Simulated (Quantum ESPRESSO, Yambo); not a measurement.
## In2O3 (R-3c): G0W0 in Yambo against the bands

Wanted: the cheapest bands that holds the gap of In2O3 (R-3c).

Main program and level: Yambo 5.3.0; LDA and many-body steps on it, plane waves.

This is a report of a sequence of runs, with most program output left out.

## 1. Set-up

Symmetry: R-3c, No. 167, trigonal system. The conventional cell has a = 5.487 Å, b = 5.487 Å, c = 14.510 Å, α = 90.00°, β = 90.00°, γ = 120.00°. Nearest to In lie 6 O at 2.12 to 2.26 Å. Nearest to O lie 4 In at 2.12 to 2.26 Å. Farther neighbours and most contacts between anions are not listed.

Coordinates:

```xyz
10
Lattice="2.7435 1.5840 4.8367 -2.7435 1.5840 4.8367 0.0000 -3.1679 4.8367" Properties=species:S:1:pos:R:3 pbc="T T T"
In    0.0000    0.0000    5.1846
In    0.0000    0.0000    2.0704
In    0.0000    0.0000    9.3254
In    0.0000    0.0000   12.4396
O    -1.1084    1.5840    8.4642
O    -0.8176   -1.7519    8.4642
O     1.9259    0.1679    8.4642
O     1.1084   -1.5840    6.0458
O     0.8176    1.7519    6.0458
O    -1.9259   -0.1679    6.0458
```

The cell and positions come from the Crystallography Open Database and are kept as given unless a step says otherwise. This is not the form that In2O3 usually takes at ambient conditions.

## 2. 74 bands

This step: Yambo 5.3.0; G0W0 on LDA, plane waves, norm-conserving pseudopotentials.

Now the one-shot GW correction: screening in the RPA, then the self-energy of the levels asked for.

Input file gw1.in:

```
HF_and_locXC
gw0
dyson
ppa
em1d
rim_cut
RandQpts= 1000000
RandGvec= 1 RL
EXXRLvcs= 80 Ry
VXCRLvcs= 320 Ry
Chimod= "HARTREE"
% BndsRnXp
 1 | 74 |
%
NGsBlkXp= 6.5 Ry
% LongDrXp
 1 | 1 | 1 |
%
% GbndRnge
 1 | 74 |
%
DysSolver= "n"
ExtendOut
PPAPntXp= 27.21138 eV
% QPkrange
 2 | 2 | 59 | 62 |
 1 | 1 | 59 | 62 |
%
```

The run is started by

```console
$ OMP_NUM_THREADS=2 mpirun -n 4 yambo -F gw1.in -J gw1 -C gw1 > gw1.log
```

It took 1.8 min on 4 MPI ranks of Arm Neoverse V2, shared host; peak memory 9.4 GiB; 13 min of CPU time.

Numbers from this step:

| Quantity | Value |
| --- | --- |
| G0W0 gap on the points computed | 3.319 eV |
| starting gap on the mesh | 1.206 eV |
| k of the valence top | 0, 0, 0.25 |
| k of the conduction bottom | 0, 0, 0 |
| least direct G0W0 gap on the computed points | 3.373 eV |
| Z at the valence top | 0.7456 |
| Z at the conduction bottom | 0.8322 |

The gap on the mesh goes from 1.21 eV to 3.32 eV, a correction of +2.11 eV.

## 3. 90 bands

gw2.in, as its differences from gw1.in of step 2:

```diff
@@ -12,3 +12,3 @@
 % BndsRnXp
- 1 | 74 |
+ 1 | 90 |
 %
@@ -19,3 +19,3 @@
 % GbndRnge
- 1 | 74 |
+ 1 | 90 |
 %
```

The run is started by

```console
$ OMP_NUM_THREADS=2 mpirun -n 4 yambo -F gw2.in -J gw2 -C gw2 > gw2.log
```

Run time: 3.1 min. Hardware: 4 MPI ranks; peak memory 9.4 GiB; 22 min of CPU time.

This step gave:

| Quantity | Value |
| --- | --- |
| G0W0 gap on the points computed | 2.938 eV |
| starting gap on the mesh | 1.206 eV |
| k of the valence top | 0, 0, 0.25 |
| k of the conduction bottom | 0, 0, 0 |
| least direct G0W0 gap on the computed points | 2.970 eV |
| Z at the valence top | 0.7616 |
| Z at the conduction bottom | 0.8359 |

Against the run before, the gap moves by −0.381 eV.

## 4. 121 bands

gw3.in, as its differences from gw2.in of step 3:

```diff
@@ -12,3 +12,3 @@
 % BndsRnXp
- 1 | 90 |
+ 1 | 121 |
 %
@@ -19,3 +19,3 @@
 % GbndRnge
- 1 | 90 |
+ 1 | 121 |
 %
```

The run is started by

```console
$ OMP_NUM_THREADS=2 mpirun -n 4 yambo -F gw3.in -J gw3 -C gw3 > gw3.log
```

Elapsed: 5.7 min, on 4 MPI ranks; peak memory 9.5 GiB.

Numbers from this step:

```
G0W0 gap on the points computed              : 2.696 eV
starting gap on the mesh                     : 1.206 eV
k of the valence top                         : 0, 0, 0.25
k of the conduction bottom                   : 0, 0, 0
least direct G0W0 gap on the computed points : 2.712 eV
```

Against the run before, the gap moves by −0.242 eV.

## 5. 173 bands

gw4.in, as its differences from gw3.in of step 4:

```diff
@@ -12,3 +12,3 @@
 % BndsRnXp
- 1 | 121 |
+ 1 | 173 |
 %
@@ -19,3 +19,3 @@
 % GbndRnge
- 1 | 121 |
+ 1 | 173 |
 %
```

The run is started by

```console
$ OMP_NUM_THREADS=2 mpirun -n 4 yambo -F gw4.in -J gw4 -C gw4 > gw4.log
```

The job ended after 9.9 min (4 MPI ranks; peak memory 9.5 GiB).

This step gave:

```yaml
g0w0_gap_on_the_points_computed: 2.525 eV
starting_gap_on_the_mesh: 1.206 eV
k_of_the_valence_top: 0, 0, 0.25
k_of_the_conduction_bottom: 0, 0, 0
least_direct_g0w0_gap_on_the_computed_points: 2.528 eV
```

Against the run before, the gap moves by −0.171 eV.

## 6. 234 bands

gw5.in, as its differences from gw4.in of step 5:

```diff
@@ -12,3 +12,3 @@
 % BndsRnXp
- 1 | 173 |
+ 1 | 234 |
 %
@@ -19,3 +19,3 @@
 % GbndRnge
- 1 | 173 |
+ 1 | 234 |
 %
```

The run is started by

```console
$ OMP_NUM_THREADS=2 mpirun -n 4 yambo -F gw5.in -J gw5 -C gw5 > gw5.log
```

The job ended after 15 min (4 MPI ranks; peak memory 9.6 GiB; 1.7 h of CPU time).

Numbers from this step:

* G0W0 gap on the points computed: 2.455 eV
* starting gap on the mesh: 1.206 eV
* k of the valence top: 0, 0, 0
* k of the conduction bottom: 0, 0, 0
* least direct G0W0 gap on the computed points: 2.455 eV

Against the run before, the gap moves by −0.071 eV.

## 7. Side by side

Times are wall times on 4 MPI ranks of Arm Neoverse V2, shared host, good to a factor of about two.

| run | mesh | bands | screening cutoff (eV) | DFT gap (eV) | gap on the mesh (eV) | direct (eV) | time |
| --- | --- | --- | --- | --- | --- | --- | --- |
| 74 bands | 4×4×4 | 74 | 88.4 | 1.206 | 3.319 | 3.373 | 1.8 min |
| 90 bands | 4×4×4 | 90 | 88.4 | 1.206 | 2.938 | 2.970 | 3.1 min |
| 121 bands | 4×4×4 | 121 | 88.4 | 1.206 | 2.696 | 2.712 | 5.7 min |
| 173 bands | 4×4×4 | 173 | 88.4 | 1.206 | 2.525 | 2.528 | 9.9 min |
| 234 bands | 4×4×4 | 234 | 88.4 | 1.206 | 2.455 | 2.455 | 15 min |

## 8. Results

```
74 bands     : 3.319 eV
90 bands     : 2.938 eV
121 bands    : 2.696 eV
173 bands    : 2.525 eV
234 bands    : 2.455 eV
known limits : not at the basis limit; no spin-orbit coupling
```

**Reading.** The setting moved: bands. From 74 bands to 234 bands the gap moves by −0.86 eV, for 8.1 times the time. The last step still moves it by −0.071 eV. Bands and screening cutoff are coupled, so a series along one setting does not show full convergence. Bands and cutoff are finite, so the gap is not at the basis limit. The miss can reach some tenths of an eV and take either sign; the mesh is an error of its own. In the G0W0 runs levels were corrected at 2 k points alone, so a gap called «on the mesh» is the least over those, and an edge elsewhere would be missed. The many-body steps are scalar-relativistic: spin-orbit coupling is not in them.

[Paths, hosts, dates, memory and timing lines, banners, echoed tables and standing remarks are left out of the program output.]

[Logs are printed without paths, hosts, clocks, repeated set-up lines and the standing remarks that a program may print on its own settings, such as how far it seeks lower states.]

[Runs of the session that timed out or met a known fault of the program may be left out.]

[Hosts, paths, dates, database ids (printed as entryN), source tags and the programs' standing remarks are cut or masked in the printed files.]
